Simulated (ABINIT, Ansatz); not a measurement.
# Cs2KYF6 (Fm-3m): G0W0 with ABINIT, start to end

Aim: the G0W0 gap of Cs2KYF6 (Fm-3m) on PBEsol, step by step.

Main program and level: ABINIT 10.8.3; PBEsol and many-body steps on it, plane waves.

### 1. The structure

It takes space group Fm-3m (No. 225, cubic). Conventional cell: a = 9.445 Å, b = 9.445 Å, c = 9.445 Å, α = 90.00°, β = 90.00°, γ = 90.00°. Nearest to K lie 6 F at 2.60 Å. Cs has 12 F at 3.35 Å nearest. Nearest to Y lie 6 F at 2.13 Å. F has 1 Y at 2.13 Å and 1 K at 2.60 Å and 4 Cs at 3.35 Å nearest. Farther neighbours and most contacts between anions are not listed.

The cell and positions come from the Crystallography Open Database and are kept as given unless a step says otherwise. Spin-orbit coupling is left out unless a step names it.

### 2. Ground state

This step: ABINIT 10.8.3; DFT, PBEsol, plane waves, norm-conserving pseudopotentials.

The ground-state density comes first.

Input file run.abi:

```
acell 3*1.0 Angstrom
rprim 
  -0.000000000000 4.722500000000 4.722500000000
  4.722500000000 -0.000000000000 4.722500000000
  4.722500000000 4.722500000000 0.000000000000
ntypat 4
znucl 19 55 39 9
natom 10
typat 1 2 2 3 4 4 4 4 4 4
xred 
  0.500000000000 0.500000000000 0.500000000000
  0.250000000000 0.250000000000 0.250000000000
  0.750000000000 0.750000000000 0.750000000000
  0.000000000000 0.000000000000 0.000000000000
  0.775000000000 0.225000000000 0.225000000000
  0.225000000000 0.775000000000 0.225000000000
  0.225000000000 0.775000000000 0.775000000000
  0.775000000000 0.225000000000 0.775000000000
  0.225000000000 0.225000000000 0.775000000000
  0.775000000000 0.775000000000 0.225000000000
pp_dirpath "pseudos"
pseudos "K.upf, Cs.upf, Y.upf, F.upf"
ecut 36
ngkpt 4 4 4
nshiftk 1
shiftk 0 0 0
kptopt 1
chksymbreak 0
nband 49
occopt 1
tolvrs 1e-10
nstep 60
prtwf 0
optforces 0
optstress 0
indata_prefix "in"
outdata_prefix "out"
tmpdata_prefix "tmp"
```

The run is started by

```sh
> OMP_NUM_THREADS=1 mpirun -n 8 abinit run.abi > log
```

Numbers of over 12 decimals in the logs are rounded to 6 here.

Log:

```text
.Version 10.8.3 of ABINIT. v10.8.2 released Aug 2026.

 Symmetries : space group Fm -3 m (#225); Bravais cF (face-center cubic)
================================================================================
 Values of the parameters that define the memory need of the present run
     intxc =       0    ionmov =       0      iscf =       7    lmnmax =       8
     lnmax =       8     mgfft =      72  mpssoang =       4    mqgrid =    3001
     natom =      10  nloc_mem =       1    nspden =       1   nspinor =       1
    nsppol =       1      nsym =      48    n1xccc =    2501    ntypat =       4
    occopt =       1   xclevel =       2
-    mband =          49        mffmem =           1         mkmem =           1
       mpw =       14680          nfft =      373248          nkpt =           8
================================================================================
  Rough estimation (10% accuracy) of disk space for files :
================================================================================

--------------------------------------------------------------------------------
------------- Echo of variables that govern the present computation ------------
--------------------------------------------------------------------------------
 -outvars: echo values of preprocessed input variables --------
            acell      1.8897261259E+00  1.8897261259E+00  1.8897261259E+00 Bohr

      chksymbreak           0
             ecut      3.60000000E+01 Hartree
-          fftalg         312

              ixc     -116133
              kpt      0.00000000E+00  0.00000000E+00  0.00000000E+00
                       2.50000000E-01  0.00000000E+00  0.00000000E+00
                       5.00000000E-01  0.00000000E+00  0.00000000E+00
                       2.50000000E-01  2.50000000E-01  0.00000000E+00
                       5.00000000E-01  2.50000000E-01  0.00000000E+00
                      -2.50000000E-01  2.50000000E-01  0.00000000E+00
                       5.00000000E-01  5.00000000E-01  0.00000000E+00
                      -2.50000000E-01  5.00000000E-01  2.50000000E-01
         kptrlatt        4    0    0      0    4    0      0    0    4
          kptrlen      5.04830776E+01
P           mkmem           1
            natom          10
            nband          49
            ngfft          72      72      72
             nkpt           8
            nstep          60
             nsym          48
           ntypat           4
              occ      2.000000  2.000000  2.000000  2.000000  2.000000  2.000000
                       2.000000  2.000000  2.000000  2.000000  2.000000  2.000000
                       2.000000  2.000000  2.000000  2.000000  2.000000  2.000000
                       2.000000  2.000000  2.000000  2.000000  2.000000  2.000000
                       2.000000  2.000000  2.000000  2.000000  2.000000  2.000000
                       2.000000  2.000000  2.000000  2.000000  2.000000  2.000000
                       2.000000  2.000000  2.000000  2.000000  0.000000  0.000000
                       0.000000  0.000000  0.000000  0.000000  0.000000  0.000000
                       0.000000
        optforces           0
        optstress           0
            prtwf           0
            rprim     -0.0000000000E+00  4.7225000000E+00  4.7225000000E+00
                       4.7225000000E+00 -0.0000000000E+00  4.7225000000E+00
                       4.7225000000E+00  4.7225000000E+00  0.0000000000E+00
          spgroup         225

           tolvrs      1.00000000E-10

             xred      5.0000000000E-01  5.0000000000E-01  5.0000000000E-01
                       2.5000000000E-01  2.5000000000E-01  2.5000000000E-01
[...]
znucl       19.00000   55.00000   39.00000    9.00000

================================================================================

 chkinp: Checking input parameters for consistency.

================================================================================
== DATASET  1 ==================================================================
-   mpi_nproc: 8, omp_nthreads: 1 (-1 if OMP is not activated)

--- !DatasetInfo
iteration_state: {dtset: 1, }
dimensions: {natom: 10, nkpt: 8, mband: 49, nsppol: 1, nspinor: 1, nspden: 1, mpw: 14680, }
cutoff_energies: {ecut:  36.0, pawecutdg:  -1.0, }
electrons: {nelect:   8.00000000E+01, charge:   0.00000000E+00, occopt:   1.00000000E+00, tsmear:   1.00000000E-02, }

 Real(R)+Recip(G) space primitive vectors, cartesian coordinates (Bohr,Bohr^-1):
 R(1)=  0.0000000  8.9242316  8.9242316  G(1)= -0.0560272  0.0560272  0.0560272
 R(2)=  8.9242316  0.0000000  8.9242316  G(2)=  0.0560272 -0.0560272  0.0560272
 R(3)=  8.9242316  8.9242316  0.0000000  G(3)=  0.0560272  0.0560272 -0.0560272
 Unit cell volume ucvol=  1.4214857E+03 bohr^3
 Angles (23,13,12)=  6.00000000E+01  6.00000000E+01  6.00000000E+01 degrees

 getcut: wavevector=  0.0000  0.0000  0.0000  ngfft=  72  72  72
         ecut(hartree)=     36.000   => boxcut(ratio)=   2.11218

--- Pseudopotential description ------------------------------------------------
- K Generated using ONCVPSP code by D. R. Hamann
- 19.00000   9.00000  180301                  znucl, zion, pspdat
12 -116133 2 -1 2250                          pspcod,pspxc,lmax,lloc,mmax
     nproj     2     2     2     0
  pspatm : epsatm=    8.32504554
[...]
--- l  ekb(1:nproj) -->
[...]
2   -2.394754
 pspatm: atomic psp has been read  and splines computed

   8.04093308E+03                                ecore*ucvol(ha*bohr**3)
--------------------------------------------------------------------------------

_setup2: Arith. and geom. avg. npw (full set) are   14659.266   14659.250

================================================================================

--- !BeginCycle
iteration_state: {dtset: 1, }
solver: {iscf: 7, nstep: 60, nline: 4, wfoptalg: 0, }
tolerances: {tolvrs: 1.00E-10, }

     iter   Etot(hartree)      deltaE(h)  residm     vres2
 ETOT  1  -264.96566023867    -2.650E+02 1.591E-01 2.328E+03
 ETOT  2  -265.21358471376    -2.479E-01 1.092E-02 1.283E+03
 ETOT  3  -265.56144479316    -3.479E-01 4.602E-03 2.086E+02
 ETOT  4  -265.58628557515    -2.484E-02 2.044E-03 3.929E+00
 ETOT  5  -265.58636014231    -7.457E-05 1.277E-03 8.424E-01
 ETOT  6  -265.58645149844    -9.136E-05 7.136E-04 7.826E-02
 ETOT  7  -265.58645395267    -2.454E-06 7.315E-04 8.116E-03
 ETOT  8  -265.58645420822    -2.555E-07 4.310E-04 8.511E-04
 ETOT  9  -265.58645423138    -2.316E-08 8.107E-04 6.214E-05
 ETOT 10  -265.58645423409    -2.706E-09 3.080E-04 1.901E-06
 ETOT 11  -265.58645423426    -1.676E-10 5.954E-04 3.680E-08
 ETOT 12  -265.58645423424     1.194E-11 1.917E-04 5.684E-09
 ETOT 13  -265.58645423425    -4.889E-12 3.309E-04 7.372E-10
 ETOT 14  -265.58645423429    -4.252E-11 9.734E-05 1.769E-11

 At SCF step   14       vres2   =  1.77E-11 < tolvrs=  1.00E-10 =>converged.

--- !ResultsGS
iteration_state: {dtset: 1, }
comment   : Summary of ground state results
lattice_vectors:
- [ -0.0000000,   8.9242316,   8.9242316, ]
- [  8.9242316,  -0.0000000,   8.9242316, ]
- [  8.9242316,   8.9242316,   0.0000000, ]
lattice_lengths: [  12.62077,   12.62077,   12.62077, ]
lattice_angles: [ 60.000,  60.000,  60.000, ] # degrees, (23, 13, 12)
lattice_volume:   1.4214857E+03
convergence: {deltae: -4.252E-11, res2:  1.769E-11, residm:  9.734E-05, diffor:  0.000E+00, }
etotal    :  -2.65586454E+02
entropy   :   0.00000000E+00
fermie    :  -6.10593160E-03
cartesian_stress_tensor: null
pressure_GPa: null
xred      :
- [  5.0000E-01,   5.0000E-01,   5.0000E-01,  K]
- [  2.5000E-01,   2.5000E-01,   2.5000E-01, Cs]
- [  7.5000E-01,   7.5000E-01,   7.5000E-01, Cs]
- [  0.0000E+00,   0.0000E+00,   0.0000E+00,  Y]
- [  7.7500E-01,   2.2500E-01,   2.2500E-01,  F]
- [  2.2500E-01,   7.7500E-01,   2.2500E-01,  F]
- [  2.2500E-01,   7.7500E-01,   7.7500E-01,  F]
- [  7.7500E-01,   2.2500E-01,   7.7500E-01,  F]
- [  2.2500E-01,   2.2500E-01,   7.7500E-01,  F]
- [  7.7500E-01,   7.7500E-01,   2.2500E-01,  F]
cartesian_forces: null
force_length_stats: {min: null, max: null, mean: null, }

 Integrated electronic density in atomic spheres:
 ------------------------------------------------
 Atom  Sphere_radius  Integrated_density
[...]
================================================================================

 ----iterations are completed or convergence reached----

 Mean square residual over all n,k,spin=   45.525E-08; max=  97.336E-06
 reduced coordinates (array xred) for   10 atoms
[...]
0.225000000000      0.775000000000      0.225000000000
       0.225000000000      0.775000000000      0.775000000000
       0.775000000000      0.225000000000      0.775000000000
       0.225000000000      0.225000000000      0.775000000000
       0.775000000000      0.775000000000      0.225000000000
 rms dE/dt=  0.0000E+00; max dE/dt=  0.0000E+00; dE/dt below (all hartree)
    1       0.000000000000      0.000000000000      0.000000000000
    2       0.000000000000      0.000000000000      0.000000000000
    3       0.000000000000      0.000000000000      0.000000000000
    4       0.000000000000      0.000000000000      0.000000000000
    5       0.000000000000      0.000000000000      0.000000000000
    6       0.000000000000      0.000000000000      0.000000000000
    7       0.000000000000      0.000000000000      0.000000000000
    8       0.000000000000      0.000000000000      0.000000000000
    9       0.000000000000      0.000000000000      0.000000000000
   10       0.000000000000      0.000000000000      0.000000000000

 cartesian coordinates (angstrom) at end:
[...]
6      4.722500     2.125125     4.722500
    7      7.319875     4.722500     4.722500
    8      4.722500     7.319875     4.722500
    9      4.722500     4.722500     2.125125
   10      4.722500     4.722500     7.319875
 length scales=  1.889726125908  1.889726125908  1.889726125908 bohr
              =  1.000000000000  1.000000000000  1.000000000000 angstroms
 prteigrs : about to open file out_EIG
 Fermi (or HOMO) energy (hartree) =  -0.00611   Average Vxc (hartree)=  -0.32334
 Eigenvalues (hartree) for nkpt=   8  k points:
 kpt#   1, nband= 49, wtk=  0.01563, kpt=  0.0000  0.0000  0.0000 (reduced coord)
  -1.37377   -0.92938   -0.73553   -0.73553   -0.73553   -0.70303   -0.70116   -0.70116
  -0.65615   -0.65510   -0.60381   -0.60381   -0.60381   -0.32688   -0.32688   -0.32688
  -0.18358   -0.18358   -0.18358   -0.17159   -0.17159   -0.17159   -0.06034   -0.06034
  -0.05695   -0.03873   -0.03873   -0.03873   -0.02051   -0.02051   -0.02051   -0.02023
  -0.02023   -0.02023   -0.00872   -0.00872   -0.00872   -0.00611   -0.00611   -0.00611
   0.23595    0.28658    0.28658    0.31137    0.31137    0.31137    0.31505    0.31505
   0.31505
 prteigrs : prtvol=0 or 1, do not print more k-points.

--- !EnergyTerms
iteration_state     : {dtset: 1, }
comment             : Components of total free energy in Hartree
kinetic             :  1.29131116502065E+02
hartree             :  8.17003514582875E+01
xc                  : -6.07248900820147E+01
Ewald energy        : -1.63662496373208E+02
psp_core            :  5.65671046505746E+00
local_psp           : -2.57158190603922E+02
non_local_psp       : -5.29055600557508E-01
total_energy        : -2.65586454234292E+02
total_energy_eV     : -7.22697558786988E+03
band_energy         : -2.45541023671947E+01

== END DATASET(S) ==============================================================
================================================================================

 -outvars: echo values of variables after computation  --------
           etotal     -2.6558645423E+02
            nband          49
             nkpt           8
          spgroup         225
 [... the other variables as echoed above ...]

 Calculation completed.
```

Run time: 64 s. Hardware: 8 MPI ranks of Intel Xeon 6975P-C (Granite Rapids), shared host; peak memory 1.6 GiB.

This step gave:

```yaml
total_energy: -7226.9756 eV
gap: 6.587 eV
k_of_the_valence_top: 0, 0, 0
k_of_the_conduction_bottom: 0, 0, 0
least_direct_gap: 6.587 eV
```

The gap is direct, at Γ.

### 3. Empty states on the mesh, 2×2×2 mesh, 412 bands

The sums over transitions need many empty states on a uniform mesh; this step solves for them.

run.abi: that of step 2 with these lines changed.

```diff
@@ -23,3 +23,3 @@
 ecut 36
-ngkpt 4 4 4
+ngkpt 2 2 2
 nshiftk 1
@@ -28,9 +28,10 @@
 chksymbreak 0
-nband 49
-occopt 1
-tolvrs 1e-10
+iscf -2
+irdden 1
+istwfk *1
+nband 412
+nbdbuf 36
+tolwfr 1e-09
 nstep 60
-prtwf 0
-optforces 0
-optstress 0
+prtvol 0
 indata_prefix "in"
```

The run is started by

```sh
> OMP_NUM_THREADS=2 mpirun -n 3 abinit run.abi > log
```

Log:

```text
.Version 10.8.3 of ABINIT. v10.8.2 released Aug 2026.

 Symmetries : space group Fm -3 m (#225); Bravais cF (face-center cubic)
[... echo of the input left out ...]
== DATASET  1 ==================================================================
-   mpi_nproc: 3, omp_nthreads: 2 (-1 if OMP is not activated)

--- !DatasetInfo
iteration_state: {dtset: 1, }
dimensions: {natom: 10, nkpt: 3, mband: 412, nsppol: 1, nspinor: 1, nspden: 1, mpw: 14668, }
cutoff_energies: {ecut:  36.0, pawecutdg:  -1.0, }
electrons: {nelect:   8.00000000E+01, charge:   0.00000000E+00, occopt:   1.00000000E+00, tsmear:   1.00000000E-02, }

 Real(R)+Recip(G) space primitive vectors, cartesian coordinates (Bohr,Bohr^-1):
 R(1)=  0.0000000  8.9242316  8.9242316  G(1)= -0.0560272  0.0560272  0.0560272
 R(2)=  8.9242316  0.0000000  8.9242316  G(2)=  0.0560272 -0.0560272  0.0560272
 R(3)=  8.9242316  8.9242316  0.0000000  G(3)=  0.0560272  0.0560272 -0.0560272
 Unit cell volume ucvol=  1.4214857E+03 bohr^3
 Angles (23,13,12)=  6.00000000E+01  6.00000000E+01  6.00000000E+01 degrees

 getcut: wavevector=  0.0000  0.0000  0.0000  ngfft=  72  72  72
         ecut(hartree)=     36.000   => boxcut(ratio)=   2.11218

--- Pseudopotential description ------------------------------------------------
- K Generated using ONCVPSP code by D. R. Hamann
- 19.00000   9.00000  180301                  znucl, zion, pspdat
12 -116133 2 -1 2250                          pspcod,pspxc,lmax,lloc,mmax
     nproj     2     2     2     0
  pspatm : epsatm=    8.32504554
         --- l  ekb(1:nproj) -->
             0   10.921326    0.816676
             1    4.431000    0.560368
             2   -3.384038   -1.043186
 pspatm: atomic psp has been read  and splines computed

- Cs Generated using ONCVPSP code by D. R. Hamann
- 55.00000   9.00000  180301                  znucl, zion, pspdat
12 -116133 3 -1 2384                          pspcod,pspxc,lmax,lloc,mmax
     nproj     2     2     2     2
  pspatm : epsatm=   22.12462466
         --- l  ekb(1:nproj) -->
[...]
pspatm: atomic psp has been read  and splines computed

- Y Generated using ONCVPSP code by D. R. Hamann
- 39.00000  11.00000  180301                  znucl, zion, pspdat
12 -116133 2 -1 1746                          pspcod,pspxc,lmax,lloc,mmax
     nproj     2     2     2     0
  pspatm : epsatm=   18.54790575
         --- l  ekb(1:nproj) -->
[...]
pspatm: atomic psp has been read  and splines computed

- F Generated using ONCVPSP code by D. R. Hamann
-  9.00000   7.00000  180301                  znucl, zion, pspdat
12 -116133 2 -1 832                           pspcod,pspxc,lmax,lloc,mmax
     nproj     2     2     1     0
  pspatm : epsatm=    4.89824381
         --- l  ekb(1:nproj) -->
[...]
2   -2.394754
 pspatm: atomic psp has been read  and splines computed

[...]
5.14E-04  1.03E-04  1.60E-04  2.29E-04
 -1.3738E+00 -9.2938E-01 -7.3553E-01 -7.3553E-01 -7.3553E-01 -7.0303E-01
 -7.0116E-01 -7.0116E-01 -6.5615E-01 -6.5510E-01 -6.0381E-01 -6.0381E-01
 -6.0381E-01 -3.2688E-01 -3.2688E-01 -3.2688E-01 -1.8358E-01 -1.8358E-01
[...]
2.8929E+00  2.8929E+00  2.9387E+00  2.9390E+00  2.9460E+00  2.9464E+00
  2.9469E+00  2.9628E+00  2.9636E+00  2.9650E+00  2.9671E+00  2.9675E+00
  2.9694E+00  2.9841E+00  2.9851E+00  2.9858E+00
 prteigrs : prtvol=0 or 1, do not print more k-points.

--- !ResultsGS
iteration_state: {dtset: 1, }
comment   : Summary of ground state results
lattice_vectors:
- [ -0.0000000,   8.9242316,   8.9242316, ]
- [  8.9242316,  -0.0000000,   8.9242316, ]
- [  8.9242316,   8.9242316,   0.0000000, ]
lattice_lengths: [  12.62077,   12.62077,   12.62077, ]
lattice_angles: [ 60.000,  60.000,  60.000, ] # degrees, (23, 13, 12)
lattice_volume:   1.4214857E+03
convergence: {deltae:  0.000E+00, res2:  0.000E+00, residm:  9.988E-10, diffor:  0.000E+00, }
etotal    :  -2.65586454E+02
entropy   :   0.00000000E+00
fermie    :  -6.10593160E-03
cartesian_stress_tensor: null
pressure_GPa: null
xred      :
- [  5.0000E-01,   5.0000E-01,   5.0000E-01,  K]
- [  2.5000E-01,   2.5000E-01,   2.5000E-01, Cs]
- [  7.5000E-01,   7.5000E-01,   7.5000E-01, Cs]
- [  0.0000E+00,   0.0000E+00,   0.0000E+00,  Y]
- [  7.7500E-01,   2.2500E-01,   2.2500E-01,  F]
- [  2.2500E-01,   7.7500E-01,   2.2500E-01,  F]
- [  2.2500E-01,   7.7500E-01,   7.7500E-01,  F]
- [  7.7500E-01,   2.2500E-01,   7.7500E-01,  F]
- [  2.2500E-01,   2.2500E-01,   7.7500E-01,  F]
- [  7.7500E-01,   7.7500E-01,   2.2500E-01,  F]
cartesian_forces: null
force_length_stats: {min: null, max: null, mean: null, }

 Integrated electronic density in atomic spheres:
 ------------------------------------------------
 Atom  Sphere_radius  Integrated_density
[...]
================================================================================

 ----iterations are completed or convergence reached----

 Mean square residual over all n,k,spin=   50.528E-11; max=  99.884E-11
 reduced coordinates (array xred) for   10 atoms
[...]
0.225000000000      0.225000000000      0.775000000000
       0.775000000000      0.775000000000      0.225000000000

 cartesian coordinates (angstrom) at end:
    1      4.722500     4.722500     4.722500
[...]
10      4.722500     4.722500     7.319875
 length scales=  1.889726125908  1.889726125908  1.889726125908 bohr
              =  1.000000000000  1.000000000000  1.000000000000 angstroms
 prteigrs : about to open file out_EIG
 Eigenvalues (hartree) for nkpt=   3  k points:
 kpt#   1, nband=412, wtk=  0.12500, kpt=  0.0000  0.0000  0.0000 (reduced coord)
[...]
2.88549    2.88549    2.88790    2.88790    2.89291    2.89292    2.93867    2.93903
   2.94602    2.94640    2.94689    2.96284    2.96360    2.96497    2.96708    2.96754
   2.96936    2.98414    2.98510    2.98579
 prteigrs : prtvol=0 or 1, do not print more k-points.

== END DATASET(S) ==============================================================
================================================================================

 -outvars: echo values of variables after computation  --------
            nband         412
             nkpt           3
          spgroup         225
 [... the other variables as echoed above ...]

 Calculation completed.
```

The job ended after 7 min (3 MPI ranks; peak memory 0.72 GiB).

Numbers from this step:

```yaml
gap: 6.587 eV
k_of_the_valence_top: 0, 0, 0
k_of_the_conduction_bottom: 0, 0, 0
least_direct_gap: 6.587 eV
k_points_computed: 3
lowest_point_of_the_top_converged_band_above_the_valence_top: 74.9856 eV
```

On this mesh the gap is 6.587 eV.

(Part 1 of 2 ends here.)

[Paths, hosts, dates, memory and timing lines, banners, echoed tables and standing remarks are left out of the program output.]

[Logs are printed without paths, hosts, clocks, repeated set-up lines and the standing remarks that a program may print on its own settings, such as how far it seeks lower states.]

[Runs of the session that timed out or met a known fault of the program may be left out.]

[Hosts, paths, dates, database ids (printed as entryN), source tags and the programs' standing remarks are cut or masked in the printed files.]

[G0W0 gaps are taken among the corrected bands and points alone; a level outside them can change the order at an edge.]

[Where Ansatz stands beside ABINIT at settings called matched, ABINIT's density can come from a denser mesh and the files from another edition; pairs whose starting gaps differed by over 0.03 eV were left out, so agreement reads better than it is.]
